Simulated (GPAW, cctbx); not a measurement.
## ZnPb: what bonding does to one electron reflection, worked out

ZnPb, P4/mmm (no. 123), a = 3.3521 Å, b = 3.3521 Å, c = 4.3382 Å, α = 90.00°, β = 90.00°, γ = 90.00°.

| atom | mult. | x | y | z |
| --- | --- | --- | --- | --- |
| Pb1 | 1 | 1/2 | 1/2 | 1/2 |
| Zn1 | 1 | 0 | 0 | 0 |

The cell comes from substitution in a known structure type and wasn't matched to any measured phase.

A DFT run (GPAW, PBE, 450 eV, 7×7×6 k-points (along the axes of the calculation cell), Fermi–Dirac width 0.1 eV) gives the static X-ray structure factor of 001 as 49.026 e for the conventional cell; superposed free atoms give 48.956 e. **Problem.** Find the Fourier component V of the crystal potential and the two-beam extinction distance at 300 kV in both cases, then the holographic phase shift per nanometre.

**1. Geometry**

The cell volume is Ω = 48.75 Å³ and d(001) = 4.3382 Å, so g = 1/d = 0.2305 Å⁻¹.

**2. The nuclei**

Electrons feel nuclei as well as electrons, so the nuclear charges are summed with the same phases.

Phase sums Σ exp(2πi h·x), turned so that the total is real and positive: Pb +1.000, Zn -1.000. Then F_Z = 82 × (+1.000) + 30 × (-1.000) = 52.00 e. The electron term has the same sign for this reflection.

**3. Mott–Bethe**

Poisson's equation, term by term, gives V = (e/4πε₀)(F_Z − F)/(πΩg²), with e/4πε₀ = 14.3996 V Å.

The prefactor is 14.3996 × 4.3382²/(π × 48.75) = 1.76958 V per electron. Free atoms: (52.00 − 48.956) × 1.76958 = 5.387 V. Crystal: (52.00 − 49.026) × 1.76958 = 5.263 V. F changes by +0.14 % and V by -2.3 %: the same 0.07 e is measured against F_Z − F = 3.0 e in place of F = 49.0 e.

**4. Extinction distance**

In the two-beam case ξ = 1/(λU) with U = 2γm₀eV/h², that is ξ = 150.41 V Å²/(γλV).

At 300 kV, λ = 0.01969 Å and γ = 1.5871. Free atoms: ξ = 894 Å. Crystal: ξ = 915 Å. The thickness fringes go as sin²(πt/ξ), so the two patterns slip by a quarter of a period when t|1/ξ₁ − 1/ξ₀| = 1/4, at t ≈ 972 nm, thicker than usual samples. Thermal motion, absorption and many-beam coupling, left out here, change a real pattern.

**5. Phase shift**

A slab run (normal [001], unrelaxed) gives a mean inner potential of 17.87 V; free atoms give 18.63 V. The phase shift is φ = C_E V₀ t, with C_E = (2π/λE)(E + m₀c²)/(E + 2m₀c²).

C_E = 6.526 × 10⁻³ rad/(V nm). The shift is 0.1166 rad/nm in the crystal and 0.1216 rad/nm for free atoms. A sample 50 nm thick gives φ = 5.83 rad; read with the free-atom value it would seem 48.0 nm thick.

**6. Answer**

V(001) is 5.26 V against 5.39 V, and ξ is 915 against 894 Å. The phase shift is 0.117 rad/nm, and free atoms would misjudge a thickness by -4 %. Limits: static atoms, two beams.
